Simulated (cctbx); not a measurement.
# Symmetry from intensities

Cell: a = 3.0910 Å, b = 5.4020 Å, c = 5.7930 Å, α = 90.00°, β = 90.00°, γ = 90.00°. Expected content of the cell: Bi3 Fe1.

Simulated single-crystal data (cctbx): synchrotron X-rays, λ = 0.7749 Å, to d = 0.8 Å, 70 % of the full sphere, strongest reflection 5000 counts, noise from counting, a 1.5 % proportional error and a noise floor of 2 counts (s.d.); no absorption.

Tests on the unmerged data give:

```text
571 reflections to d = 0.802 A
centring   violations  <I/sigma> of those
    A        297 of   297     19.8
    B        298 of   299     10.8
    C        295 of   296     19.5
    I        292 of   292     18.8
    R        373 of   373     18.7
    F        445 of   446     16.7
Laue class    unique    Rint  (classes that these axes allow; Friedel mates merged)
P -1              371   0.027
P 1 2/m 1         219   0.030
P 1 1 2/m         219   0.031
P 2/m 1 1         231   0.029
P m m m           141   0.032
space group    extra absences  I>4sigma  <I/sigma>
P 2 2 2                 0          0         -  acentric
P m m 2                 0          0         -  acentric
P 2 m m                 0          0         -  acentric
P m 2 m                 0          0         -  acentric
P m m m                 0          0         -  centric
Wilson B = 1.30 A^2   <|E^2-1|> = 0.872 (0.968 centric, 0.736 acentric)   E^2>4: 0.7 %
shell (A)         n   <I/sigma>
 5.79 - 1.59     21     35.0
 1.59 - 1.27     23     37.5
 1.27 - 1.11     14     29.4
 1.11 - 1.01     18     35.0
 1.01 - 0.94     18     27.9
 0.94 - 0.88     17     29.7
 0.88 - 0.84     14     25.8
 0.84 - 0.80     16     22.0
```

Q: Read the symmetry from these tables.

Every centring test has many violations, so the lattice is primitive.

Rint stays low (0.027 to 0.032) up to P m m m, the highest class in these axes.

5 settings pass the absence test. No glide or screw absences show, which leaves P 2 2 2, P m m 2, P 2 m m, P m 2 m and P m m m.

⟨|E²−1|⟩ = 0.872 lies between the two ideal values. The Wilson B of 1.30 Å² means U ≈ 0.0165 Å².

The true group is Pmm2 (no. 25), Laue class mmm, non-centrosymmetric. The tables only narrow the choice to the tied entries; cell content, site symmetry and trial solutions must settle it.

This is a model crystal, built by substitution and not relaxed, with assumed displacement parameters.

[Logs are printed without paths, hosts, clocks, repeated set-up lines and the standing remarks that a program may print on its own settings, such as how far it seeks lower states.]
